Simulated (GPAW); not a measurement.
Consider Rh (Rhodium, Fm-3m).

```cif
data_structure
_symmetry_space_group_name_H-M 'P 1'
_symmetry_Int_Tables_number 1
_cell_length_a 2.6840
_cell_length_b 2.6840
_cell_length_c 2.6840
_cell_angle_alpha 60.000
_cell_angle_beta 60.000
_cell_angle_gamma 60.000
_cell_volume 13.67
loop_
_atom_site_label
_atom_site_type_symbol
_atom_site_fract_x
_atom_site_fract_y
_atom_site_fract_z
_atom_site_occupancy
Rh1 Rh 0.00000 0.00000 0.00000 1
```

Absorber: atom 1, with 12 Rh at 2.68 Å (cuboctahedral, site symmetry m-3m). Method: GPAW, PBE, excited-electron core hole (neutral cell), 13-atom cell with 6.0 Å between holes, 7×7×7 k points, dipole transitions, Gaussian full width 2.13 eV up to 4 eV, rising linearly to 3.5 eV at 25 eV.

The database entry behind the starting cell differs from later determinations by our own check (an axis about 0.2 % short against later determinations), so it need not match the best structure at ambient conditions.

**Question.** What does the Rh L₃ edge look like?

Main maxima up to 30 eV above the zero (height): 0.4 eV (2.79), 15.2 eV (1.24), 22.4 eV (0.93) and 29.2 eV (1.16). At an L edge the dipole rule selects empty d (and weakly s) states on the absorber, and the strong line at the onset measures the empty part of its d band. 

The Rh L₃ spectrum (energy from the lowest empty level; intensity scaled to a mean of 1 over the first 20 eV):

```csv
E (eV),intensity
-2.0,0.10
-1.5,0.36
-1.0,0.90
-0.5,1.73
0.0,2.51
0.5,2.78
1.0,2.44
1.5,1.78
2.0,1.22
2.5,0.92
3.0,0.80
3.5,0.76
4.0,0.73
4.5,0.70
5.0,0.65
5.5,0.60
6.0,0.55
6.5,0.51
7.0,0.50
7.5,0.54
8.0,0.63
8.5,0.73
9.0,0.80
9.5,0.81
10.0,0.80
10.5,0.79
11.0,0.82
11.5,0.90
12.0,1.00
12.5,1.09
13.0,1.16
13.5,1.20
14.0,1.22
14.5,1.23
15.0,1.24
15.5,1.24
16.0,1.22
16.5,1.18
17.0,1.10
17.5,1.00
18.0,0.89
18.5,0.78
19.0,0.68
19.5,0.63
20.0,0.63
20.5,0.68
21.0,0.76
21.5,0.85
22.0,0.91
22.5,0.93
23.0,0.90
23.5,0.84
24.0,0.76
24.5,0.68
25.0,0.64
25.5,0.64
26.0,0.68
26.5,0.75
27.0,0.85
27.5,0.95
28.0,1.04
28.5,1.11
29.0,1.15
29.5,1.15
30.0,1.12
30.5,1.06
31.0,0.98
31.5,0.88
32.0,0.79
```

Only the L₃ part is meant: spin–orbit coupling of the core level isn't computed and the L₂ copy isn't added. The script folds with a Gaussian, whereas the core hole's own line is a Lorentzian, so the onset is too steep and the first peak too high. The holes are only 6.0 Å apart, so the shape is probably not converged with cell size; no larger cell was run here. The structure is a published determination, not relaxed.

[Banner, clock and machine lines of the logs are left out without a mark of their own.]

[Logs are printed without paths, hosts, clocks, repeated set-up lines and the standing remarks that a program may print on its own settings, such as how far it seeks lower states.]

[Hosts, paths, dates, database ids (printed as entryN), source tags and the programs' standing remarks are cut or masked in the printed files.]

[Lists of maxima count a maximum above −3 eV only where it reaches 4 % of the highest in the window and stands out from its surroundings by 2 % of it (1.5 % where it reaches 55 %); shoulders and weaker maxima are passed over, and of the rest the first, up to two pre-edge ones and the few strongest are named.]
